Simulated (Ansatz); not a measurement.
## What CsSbSe3 (model cell, started as cubic perovskite with Sb in the octahedra) distorts into

Which phase does CsSbSe3 (model cell, started as cubic perovskite with Sb in the octahedra) fall into along its unstable mode, and how much energy does it gain?

Main program and level: Ansatz 0.2.0; DFT PBEsol, scalar-relativistic, plane waves, PAW; PAW set soft_1.

The structure was built from a prototype and need not be the compound's stable phase.

### Step 1. Set-up

The structure is cubic, space group Pm-3m (No. 221). The conventional cell has a = 5.382 Å, b = 5.382 Å, c = 5.382 Å, α = 90.00°, β = 90.00°, γ = 90.00°. Cs has 12 Se at 3.81 Å nearest. Sb has 6 Se at 2.69 Å nearest. Nearest to Se lie 2 Sb at 2.69 Å and 4 Cs at 3.81 Å. Farther neighbours and most contacts between anions are not listed.

### Step 2. Phonons on a q mesh

The cell comes from relaxations at this level that are not shown. Stability and thermal properties need the whole zone. Linear response on a 2×2×2 q mesh gives force constants as far as a supercell of that size would.

Input file input.yaml:

```yaml
crystal:
  lattice:
    - [5.3818518704, 0.0, 0.0]
    - [0.0, 5.3818518704, 0.0]
    - [0.0, 0.0, 5.3818518704]
  atoms:
    - { symbol: Cs, position: [0.0, 0.0, 0.0] }
    - { symbol: Sb, position: [0.5, 0.5, 0.5] }
    - { symbol: Se, position: [0.5, 0.5, 0.0] }
    - { symbol: Se, position: [0.5, 0.0, 0.5] }
    - { symbol: Se, position: [0.0, 0.5, 0.5] }
kpoints:
  mp_grid: { grid: [8, 8, 8] }
hamiltonian:
  xc: pbesol
  pseudopotentials: { kind: paw, azcp: { folder: soft_1 }, xc_functional: pbe }
scf:
  occupations: { method: methfessel_paxton, width: 0.2 }
output:
  eigenvalues: true
phonons:
  method: dfpt
  qmesh: [2, 2, 2]
  temperatures: { t_max: 1000, t_step: 50 }
  qpath:
    path:
      - [[0.0, 0.0, 0.0], [0.0, 0.5, 0.0], [0.5, 0.5, 0.0], [0.0, 0.0, 0.0], [0.5, 0.5, 0.5], [0.0, 0.5, 0.0]]
      - [[0.5, 0.5, 0.5], [0.5, 0.5, 0.0]]
    npoints: 10
```

Launch:

```console
> ansatz run input.yaml --threads 8 --pin off --max-ram 16384MiB --backend cpu --events-out ev --progress --plain --runs-dir out
```

Numbers of over 12 decimals in the logs are rounded to 6 here.

What it wrote:

```text
Engine: ansatz 0.2.0, aarch64-unknown-linux-gnu
Pseudopotentials: kind: paw
Pseudopotential: Cs, paw, valence charge 9, recommended cutoff 420 eV (normal), soft_1/Cs.paw.azcp
Pseudopotential: Sb, paw, valence charge 15, recommended cutoff 420 eV (normal), soft_1/Sb.paw.azcp
Pseudopotential: Se, paw, valence charge 16, recommended cutoff 420 eV (normal), soft_1/Se.paw.azcp
Functional definition: PBEsol
  exchange = pbesol_x
  correlation = pbesol_c
Crystal: 5 atoms, lattice volume = 155.882 Å³
Basis set: ecut = 420 eV, 2969 PW (Γ), exchange–correlation on 72×72×72 points (8 copies of the dense FFT grid, shifted against one another)
Bands: 44, of which v1, the nominal top of the filled ones, is band 36 counted from 1 (35 counted from 0)
Symmetry: 48 space group operations
k-points: 35 of 512
Non-local potential: Cs, projectors of the file, l = 0: 3, l = 1: 2, l = 2: 2, l = 3: 2
Non-local potential: Sb, projectors of the file, l = 0: 2, l = 1: 2, l = 2: 2, l = 3: 1
Non-local potential: Se, projectors of the file, l = 0: 2, l = 1: 2, l = 2: 3, l = 3: 1
PAW form: soft (Blöchl's): semilocal exchange-correlation on the pseudo side does not see the compensation charge
PAW frozen core: Cs, regenerated for the run's functional, and the local potential with it (the file was generated under x = pbe(κ = 0.804, μ = 0.219515), c = pbe(β = 0.066725))
PAW frozen core: Sb, regenerated for the run's functional, and the local potential with it (the file was generated under x = pbe(κ = 0.804, μ = 0.219515), c = pbe(β = 0.066725))
PAW frozen core: Se, regenerated for the run's functional, and the local potential with it (the file was generated under x = pbe(κ = 0.804, μ = 0.219515), c = pbe(β = 0.066725))
PAW one-centre angular grid: Cs, 194 points (default); XC on 64 Gauss nodes
PAW one-centre angular grid: Sb, 590 points (default); XC on 64 Gauss nodes
PAW one-centre angular grid: Se, 590 points (default); XC on 64 Gauss nodes
Initial density: superposition of atomic densities (chi_scale 0.1, normalization cell, long waves kept (reshape's long-wave potential 0.00 eV rms))
Initial wavefunctions: pseudopotential atomic-orbital guess
Functional: x = pbesol(κ = 0.804, μ = 0.123457), c = pbesol(β = 0.046)
SCF iter   1: F=—  HF=-28269.915602 eV  |F-HF|=—  |Δ(HF+E_count)|=         —  Δρ=3.03e-2  dr2=3.71e0  ethr=3.10e-3  ⟨swp⟩=8.1  Hψ=6602  notcnv=0
preconditioner: auto → LDOS  [metal: Δε(μ)=0.078 eV  Ē_g=9.919 eV  σ=0.200 eV  W_gap=0.32  n_scr=32 (ndim 8)  ℏωp=16.3 eV  f_vac=0.024  D(μ)=3.85/eV (n_scr^D=26)  β→1.0]
SCF iter   2: F=—  HF=-28268.346026 eV  |F-HF|=—  |Δ(HF+E_count)|=    1.57e0  S|Δr|=    0.00e0  Δρ=1.18e-2  dr2=2.24e-1  ethr=3.10e-3  ⟨swp⟩=4.1  Hψ=2859  notcnv=0  defer=68
SCF iter   3: F=—  HF=-28268.293604 eV  |F-HF|=—  |Δ(HF+E_count)|=   5.24e-2  S|Δr|=    0.00e0  Δρ=2.41e-3  dr2=1.20e-2  ethr=3.10e-4  ⟨swp⟩=2.1  Hψ=3175  notcnv=0  defer=67
SCF iter   4: F=—  HF=-28268.286106 eV  |F-HF|=—  |Δ(HF+E_count)|=   7.50e-3  S|Δr|=    0.00e0  Δρ=5.91e-4  dr2=6.08e-4  ethr=1.67e-5  ⟨swp⟩=2.0  Hψ=2878  notcnv=0  defer=67
SCF iter   5: F=—  HF=-28268.286030 eV  |F-HF|=—  |Δ(HF+E_count)|=   7.61e-5  S|Δr|=    0.00e0  Δρ=1.98e-4  dr2=8.97e-5  ethr=8.45e-7  ⟨swp⟩=2.0  Hψ=2730  notcnv=0  defer=67
SCF iter   6: F=—  HF=-28268.286060 eV  |F-HF|=—  |Δ(HF+E_count)|=   2.97e-5  S|Δr|=    0.00e0  Δρ=6.32e-5  dr2=7.58e-6  ethr=1.25e-7  ⟨swp⟩=3.0  Hψ=3027  notcnv=0  defer=67
SCF iter   7: F=—  HF=-28268.286063 eV  |F-HF|=—  |Δ(HF+E_count)|=   3.05e-6  S|Δr|=    0.00e0  Δρ=1.22e-5  dr2=2.67e-7  ethr=1.05e-8  ⟨swp⟩=2.0  Hψ=2205  notcnv=0  defer=67
SCF iter   8: F=—  HF=-28268.286063 eV  |F-HF|=—  |Δ(HF+E_count)|=   2.08e-7  S|Δr|=    0.00e0  Δρ=1.79e-6  dr2=3.66e-9  ethr=3.71e-10  ⟨swp⟩=2.3  Hψ=2622  notcnv=0  defer=67
SCF iter   9: F=—  HF=-28268.286063 eV  |F-HF|=—  |Δ(HF+E_count)|=   2.23e-9  S|Δr|=    0.00e0  Δρ=3.40e-7  dr2=1.46e-10  ethr=5.08e-12  ⟨swp⟩=2.0  Hψ=2558  notcnv=0  defer=67
SCF iter  10: F=-28268.286063 eV  HF=-28268.286063 eV  |F-HF|=1.82e-11  |Δ(HF+E_count)|=  2.07e-10  S|Δr|=    0.00e0  Δρ=4.81e-8  dr2=4.17e-12  ethr=1.00e-12  ⟨swp⟩=14.7  Hψ=9280  notcnv=0
SCF 1 converged in 10 iterations: F = -28268.286063 eV  dr2 = 4.17e-12
  greatest PAW one-centre occupation: 1.000 electrons in one spin orbital (limit 2), on the Se atom at site 4 (counted from 0), in its partial waves of l = 2
Initial density: read from a saved state, or passed on in memory by an earlier SCF of this step, an earlier step, the calling program or the single point that the run made first
iter 1 solved again at ethr=1.91e-7 eV; its pass at ethr=3.10e-3 eV (dr2=1.38e-4 eV) is discarded
SCF iter   1: F=—  HF=-28268.286065 eV  |F-HF|=—  |Δ(HF+E_count)|=         —  Δρ=4.18e-7  dr2=2.42e-10  ethr=1.91e-7  ⟨swp⟩=3.3  Hψ=10367  notcnv=0
eigensolver tolerance schedule: the retry pair's looser diagonalisation over-reported the residual by 568886.87 of it (diagonalisation noise at an unbounded share of the residual, at the tolerance the schedule requests for it); recorded, not acted on — ethr = c·dr2/N_el stays at c = 1.0e-1
preconditioner: auto → LDOS  [metal: Δε(μ)=0.004 eV  Ē_g=10.031 eV  σ=0.200 eV  W_gap=0.02  n_scr=32 (ndim 8)  ℏωp=16.3 eV  f_vac=0.038  D(μ)=4.27/eV (n_scr^D=26)  β→1.0]
SCF iter   2: F=—  HF=-28268.286063 eV  |F-HF|=—  |Δ(HF+E_count)|=   1.97e-6  S|Δr|=    0.00e0  Δρ=4.18e-7  dr2=2.62e-10  ethr=1.00e-12  ⟨swp⟩=4.2  Hψ=4632  notcnv=0
SCF iter   3: F=—  HF=-28268.286063 eV  |F-HF|=—  |Δ(HF+E_count)|=  9.46e-11  S|Δr|=    0.00e0  Δρ=2.13e-7  dr2=5.71e-11  ethr=1.00e-12  ⟨swp⟩=3.0  Hψ=2880  notcnv=0
SCF iter   4: F=—  HF=-28268.286063 eV  |F-HF|=—  |Δ(HF+E_count)|=  7.28e-12  S|Δr|=    0.00e0  Δρ=1.36e-7  dr2=2.32e-11  ethr=1.00e-12  ⟨swp⟩=1.0  Hψ=1540  notcnv=0
SCF iter   5: F=-28268.286063 eV  HF=-28268.286063 eV  |F-HF|=1.46e-11  |Δ(HF+E_count)|=    0.00e0  S|Δr|=    0.00e0  Δρ=7.08e-8  dr2=6.47e-12  ethr=1.00e-12  ⟨swp⟩=3.5  Hψ=4830  notcnv=0
SCF 2 converged in 5 iterations: F = -28268.286063 eV  dr2 = 6.47e-12
phonons: the bands overlap, so this run is a metal and interpolates without the dipole-dipole term. If the crystal is really an insulator or semiconductor, its LO-TO splitting is missing
NSCF: frozen V_eff on 35 k-points
NSCF: frozen V_eff on 125 k-points
DFPT response loops at q = (0, 0, 0) (fractional): preconditioner auto → Kerker (q_TF=auto, 2.399 Å⁻¹) (partly filled bands, converged f_vac=0.038); β = 1.00, the filter's whole step (`scf.mixing.beta` (0.50) is not read by the response loops under this deck's `scf.mixing.preconditioner`; to damp them name `kerker` or `kerker_dos`, under which they read `scf.mixing.beta`, and type it under 1.00, their step now; both keys bind the ground state too); Broyden in place of MSR1
NSCF: frozen V_eff on 250 k-points
DFPT response loops at q = (0, 0, -0.5) (fractional): mixed as the last ones told, above
NSCF: frozen V_eff on 250 k-points
DFPT response loops at q = (0, -0.5, -0.5) (fractional): mixed as the last ones told, above
NSCF: frozen V_eff on 250 k-points
DFPT response loops at q = (-0.5, -0.5, -0.5) (fractional): mixed as the last ones told, above
SCF converged after 10 iterations
Stability not checked: this state was not tested for a lower state beside it, because cold or Methfessel-Paxton smearing, or corrected tetrahedra, fill the levels in a way that the test cannot read (fill_not_monotonic; see scf.lower_state_search)
Free energy (F): -28268.286063 eV
Harris-Foulkes:  -28268.286063 eV  (|F-HF|=1.82e-11)
Internal energy: -28268.291537 eV  (E = F + TS)
E sigma→0 (E₀):  -28268.287432 eV
Entropy (-TS):   0.005474 eV (1.095 meV/atom)
Fermi energy:    6.202069 eV
--- Per-component energies (eV) ---
  E_band       = -1450.853443
  E_kinetic    = 638.511276
  E_local      = -11211.535632  (includes V_loc(G=0)·N_el)
  E_nonlocal   = -642.268341
  E_hartree    = 5598.393738
  E_xc         = -529.254816
  E_vxc        = -498.309736  (∫ρ·V_xc dr)
  E_paw        = -15704.248959  (= ΣΔE_a)
  E_vpaw       = -934.037462  (= ΣTr[D̂ρ^β])
  E_aug_tail   = -0.001098  (compensation charges beyond the density's cutoff)
  E_ewald      = -6421.389080
  E_core_change = 3.501375  (= ΣΔE_core)
  E_smearing   = 0.005474  (= −TS)
  E_closure    = -0.000000  (closes the sum)
  Σ components = -28268.286063   (vs F -28268.286063, Δ=0.00e0)
--- Band table (eV; the first three rows and the last of 35) ---
  k-point 0: bands = [... 32 lower, 5.5994, 5.5994, 5.9322, 5.9322, 5.9322, 10.5422, 10.6744, 10.6744, ... 4 higher]
  k-point 1: bands = [... 32 lower, 5.5354, 5.5354, 5.8304, 5.8718, 5.8718, 10.8108, 10.8250, 10.9024, ... 4 higher]
  k-point 2: bands = [... 32 lower, 5.3849, 5.3849, 5.6739, 5.7411, 5.7411, 10.9344, 11.1713, 11.3238, ... 4 higher]
  k-point 34: bands = [... 32 lower, 5.1016, 6.6811, 6.6811, 6.6811, 6.9566, 6.9566, 6.9566, 8.8366, ... 4 higher]
--- Phonons (Γ-DFPT): 4 representative perturbations + reference (Σ response iterations 12) ---
  ASR residual: 2.033e-4 → 0.000e0 eV/Å²; symmetrization residual: 2.284e-5 eV/Å²
  ASR residual per site (eV/Å²): 5.86e-5 9.45e-5 2.03e-4 2.03e-4 2.03e-4
  Γ frequencies (cm⁻¹): -65.66 -65.66 -65.66 0.00 0.00 0.00 17.45 17.45 17.45 65.69 65.69 65.69 96.85 96.85 96.85
--- Phonons (arbitrary-q DFPT): 4 irreducible q on the 2×2×2 mesh ---
  q = [0.0000, 0.0000, 0.0000] (star 1, of the zone-centre solve; hermiticity 2.38e-5, symmetrization 4.33e-11): -65.66 -65.66 -65.66 -0.00 0.00 0.00 17.45 17.45 17.45 65.69 65.69 65.69 96.85 96.85 96.85
  q = [0.0000, 0.0000, -0.5000] (star 3, 9 solved perturbations in 975 linear systems a pass and spin channel, the states on 125 of 512 k-point pairs; hermiticity 4.95e-6, symmetrization 1.05e-7): -67.88 -63.39 -49.73 -49.73 -42.90 -42.90 38.82 38.82 54.01 59.13 59.13 106.59 106.59 129.25 142.72
  q = [0.0000, -0.5000, -0.5000] (star 3, 9 solved perturbations in 975 linear systems a pass and spin channel, the states on 125 of 512 k-point pairs; hermiticity 1.02e-5, symmetrization 1.24e-7): -65.40 -65.40 -34.52 -34.35 -34.35 -6.31 32.50 50.38 58.89 58.89 110.91 131.46 131.46 134.31 152.67
  q = [-0.5000, -0.5000, -0.5000] (star 1, 4 solved perturbations in 350 linear systems a pass and spin channel, the states on 125 of 512 k-point pairs; hermiticity 1.66e-6, symmetrization 5.10e-8): -57.53 -57.53 -57.53 33.60 33.60 33.60 61.24 61.24 61.24 132.35 132.35 132.35 134.07 134.07 165.47
  sum rule: each row above includes the acoustic sum rule's correction from the zone centre's row sums; it moved no ω² by more than (0.84 cm⁻¹)²
  mesh force constants: q→R imaginary residual 5.22e-18; ASR residual 2.033e-4 → 0.000e0 eV/Å²; symmetrization residual 5.329e-15 eV/Å²
  interpolated dispersion: 62 rows × 15 modes
  density of states and harmonic sums: on the 12×12×12 q-mesh, interpolated from the force constants of a 2×2×2 supercell (no non-analytic term)
  largest difference from the sums on the solved wave vectors: F 7.66e-3 eV, S 1.58e-5 and C_V 8.80e-6 eV/K
  zero-point energy: 0.050538 eV/cell   skipped modes (ω ≤ 0): 453, of them read as no rigid motion or as one in doubt: 450 (5.529e0 modes/cell left out, lowest -67.88 cm⁻¹)   left out of the sums: 3.69e-1 of the cell's modes: C_V's classical limit lies that fraction below 3 k_B per atom; for a crystal, a wire or a layer, F and S can be off by more, and a phonons.interpolated_qmesh denser along its periods is the remedy for the sampling
```

Elapsed: 4.2 min, on 8 threads of Arm Neoverse V2, shared host; peak memory 2.5 GiB.

Numbers from this step:

```
volume per atom                                         : 31.18 Å³
gap on the k-mesh                                       : 0 eV
sum-rule residual before enforcement                    : 2.03e-4 eV/Å²
lowest frequency on the path                            : -67.88 cm⁻¹
point group                                             : m-3m
highest frequency on the path or at a solved wavevector : 165.5 cm⁻¹
highest optical mode at the zone centre (no LO-TO term) : 96.85 cm⁻¹
lowest optical zone-centre mode                         : -65.66 cm⁻¹
lowest mode on the q mesh (acoustic modes at Γ apart)   : -67.88 cm⁻¹
```

Frequencies (cm⁻¹) solved at each irreducible wavevector; negative means imaginary. Frequencies by wavevector, by row:

| q in reciprocal lattice units | star | mode 1 | mode 2 | mode 3 | mode 4 | mode 13 | mode 14 | mode 15 |
| --- | --- | --- | --- | --- | --- | --- | --- | --- |
| 0 0 0 | 1 | -65.7 | -65.7 | -65.7 | 0 | 96.8 | 96.8 | 96.8 |
| 0 0 -0.5 | 3 | -67.9 | -63.4 | -49.7 | -49.7 | 106.6 | 129.2 | 142.7 |
| 0 -0.5 -0.5 | 3 | -65.4 | -65.4 | -34.5 | -34.4 | 131.5 | 134.3 | 152.7 |
| -0.5 -0.5 -0.5 | 1 | -57.5 | -57.5 | -57.5 | 33.6 | 134.1 | 134.1 | 165.5 |

Interpolated from a 2×2×2 q mesh. Phonon branches along the path, in cm⁻¹:

| point | branch 1 | branch 2 | branch 3 | branch 4 | branch 12 | branch 13 | branch 14 | branch 15 |
| --- | --- | --- | --- | --- | --- | --- | --- | --- |
| Γ | -66 | -66 | -66 | 0 | 66 | 97 | 97 | 97 |
| halfway | -62 | -60 | -60 | -43 | 89 | 102 | 102 | 123 |
| X | -68 | -63 | -50 | -50 | 107 | 107 | 129 | 143 |
| halfway | -66 | -51 | -51 | -44 | 108 | 126 | 130 | 146 |
| M | -65 | -65 | -34 | -34 | 132 | 132 | 134 | 153 |
| halfway | -58 | -56 | -55 | -45 | 91 | 105 | 122 | 130 |
| Γ | -66 | -66 | -66 | 0 | 66 | 97 | 97 | 97 |
| halfway | -55 | -55 | -52 | -33 | 92 | 123 | 123 | 137 |
| R | -58 | -58 | -58 | 34 | 132 | 134 | 134 | 166 |
| halfway | -58 | -55 | -55 | -28 | 124 | 128 | 131 | 150 |
| X | -68 | -63 | -50 | -50 | 107 | 107 | 129 | 143 |
| jump to R | -58 | -58 | -58 | 34 | 132 | 134 | 134 | 166 |
| halfway | -61 | -61 | -48 | -13 | 132 | 132 | 134 | 158 |
| M | -65 | -65 | -34 | -34 | 132 | 132 | 134 | 153 |

Symmetry leaves 4 wavevectors to solve. The lowest mode among them, the acoustic zeros apart, lies at q = (0, 0, -0.5) and is imaginary, 67.9i cm⁻¹, so the energy falls along it.

### Step 3. The mode frozen in, largest atomic shift 0 Å

The mode followed lies at Γ with frequency 65.7i cm⁻¹ and is 3-fold degenerate, one of the unstable modes though not the softest. At small amplitude the distorted cell has space group no. 160 by a symmetry search on the positions. The undistorted cell that holds it gives the zero of energy on the same k mesh.

input.yaml, the sections that differ from step 2:

```yaml
output:
  forces: true
  stress: true
  eigenvalues: true
# crystal, kpoints, hamiltonian, scf: as in step 2
# phonons: removed
```

What it wrote:

```text
[...]
Crystal: 5 atoms, lattice volume = 155.882 Å³
Basis set: ecut = 420 eV, 2969 PW (Γ), exchange–correlation on 72×72×72 points (8 copies of the dense FFT grid, shifted against one another)
Bands: 44, of which v1, the nominal top of the filled ones, is band 36 counted from 1 (35 counted from 0)
Symmetry: 48 space group operations
[...]
k-points: 35 of 512
[...]
k-point 0: bands = [... 32 lower, 5.5994, 5.5994, 5.9322, 5.9322, 5.9322, 10.5422, 10.6744, 10.6744, ... 4 higher]
  k-point 1: bands = [... 32 lower, 5.5354, 5.5354, 5.8304, 5.8718, 5.8718, 10.8108, 10.8250, 10.9024, ... 4 higher]
  k-point 2: bands = [... 32 lower, 5.3849, 5.3849, 5.6739, 5.7411, 5.7411, 10.9345, 11.1713, 11.3238, ... 4 higher]
  k-point 34: bands = [... 32 lower, 5.1016, 6.6811, 6.6811, 6.6811, 6.9567, 6.9567, 6.9567, 8.8367, ... 4 higher]
[key lines of the parts left out:]
SCF converged after 8 iterations
Free energy (F): -28268.286063 eV
Fermi energy:    6.202093 eV
P = ⅓ Tr σ = -0.0008 GPa (-0.008 kbar)
```

Wall time 2.2 s (8 threads); peak memory 0.73 GiB; 16 s of CPU time.

This step gave:

```yaml
pressure: -8.36e-4 GPa
energy_from_the_undistorted_cell: 0 meV/atom
```

The run ends at a pressure of 0.00 GPa.

### Step 4. The mode frozen in, largest atomic shift 0.45 Å

The atoms are moved along the unstable eigenvector, the largest shift by 0.45 Å, with the cell fixed.

input.yaml, the sections that differ from step 3:

```yaml
crystal:
  lattice:
    - [5.3818518704, 0.0, 0.0]
    - [0.0, 5.3818518704, 0.0]
    - [0.0, 0.0, 5.3818518704]
  atoms:
    - { symbol: Cs, position: [-0.0121838711, 0.0121838711, 0.0121838711] }
    - { symbol: Sb, position: [0.5482747626, 0.4517252374, 0.4517252374] }
    - { symbol: Se, position: [0.4622611475, 0.5377388525, -0.0215511724] }
    - { symbol: Se, position: [0.4622611475, -0.0215511724, 0.5377388525] }
    - { symbol: Se, position: [0.0215511724, 0.5377388525, 0.5377388525] }
# kpoints, hamiltonian, scf, output: as in step 3
```

What it wrote:

```text
[...]
Crystal: 5 atoms, lattice volume = 155.882 Å³
Basis set: ecut = 420 eV, 2969 PW (Γ), exchange–correlation on 72×72×72 points (8 copies of the dense FFT grid, shifted against one another)
Bands: 44, of which v1, the nominal top of the filled ones, is band 36 counted from 1 (35 counted from 0)
Symmetry: 6 space group operations
[...]
k-points: 65 of 512 (time reversal used)
[...]
k-point 0: bands = [... 32 lower, 5.5443, 5.8538, 6.0368, 6.0368, 6.0877, 8.8533, 10.4213, 10.4213, ... 4 higher]
  k-point 1: bands = [... 32 lower, 5.4411, 5.7592, 5.8811, 6.0224, 6.1339, 9.0195, 10.4572, 10.6247, ... 4 higher]
  k-point 2: bands = [... 32 lower, 5.2020, 5.6115, 5.7700, 5.9307, 6.0772, 9.3869, 10.4948, 11.1427, ... 4 higher]
  k-point 64: bands = [... 32 lower, 5.1454, 6.5212, 6.5212, 6.5928, 6.8847, 8.1750, 8.1750, 8.8523, ... 4 higher]
[key lines of the parts left out:]
SCF converged after 8 iterations
Free energy (F): -28268.465460 eV
Fermi energy:    6.395595 eV
P = ⅓ Tr σ = -0.8785 GPa (-8.785 kbar)
```

It took 6.1 s on 8 threads; peak memory 0.76 GiB.

This step gave:

* pressure: -0.8785 GPa
* energy from the undistorted cell: -35.84 meV/atom

The energy, extrapolated to zero smearing, is -35.84 meV/atom against the undistorted cell.

The run ends at a pressure of -0.88 GPa, with forces up to 0.16 eV/Å.

### Step 5. Energy along the mode, all amplitudes (two of the runs are shown above)

An imaginary frequency means negative curvature, so the energy should fall and then rise again as anharmonic terms take over.

Numbers from this step:

```
depth at the lowest point sampled  : 35.84 meV/atom
largest atomic shift at that point : 0.45 Å
```

Table of energy from the parent by largest atomic shift:

| largest atomic shift (Å) | energy from the parent (meV/atom) |
| --- | --- |
| 0.000 | 0 |
| 0.040 | -0.618 |
| 0.080 | -2.43 |
| 0.140 | -7.13 |
| 0.220 | -15.9 |
| 0.320 | -27.7 |
| 0.450 | -35.8 |
| 0.600 | -21.8 |

Displacement at unit largest shift by atom:

| atom | x (Å) | y (Å) | z (Å) | size |
| --- | --- | --- | --- | --- |
| Cs1 | -0.146 | 0.146 | 0.146 | 0.253 |
| Sb2 | 0.577 | -0.577 | -0.577 | 0.999 |
| Se3 | -0.451 | 0.451 | -0.258 | 0.688 |
| Se4 | -0.451 | -0.258 | 0.451 | 0.688 |
| Se5 | 0.258 | 0.451 | 0.451 | 0.688 |

The lowest of the steps tried is at 0.45 Å, 35.8 meV/atom below the parent; the bottom of the well need not coincide with a step.

(Continued in part 2 of 2.)

[Logs are printed without paths, hosts, clocks, repeated set-up lines and the standing remarks that a program may print on its own settings, such as how far it seeks lower states.]

[Hosts, paths, dates, database ids (printed as entryN), source tags and the programs' standing remarks are cut or masked in the printed files.]
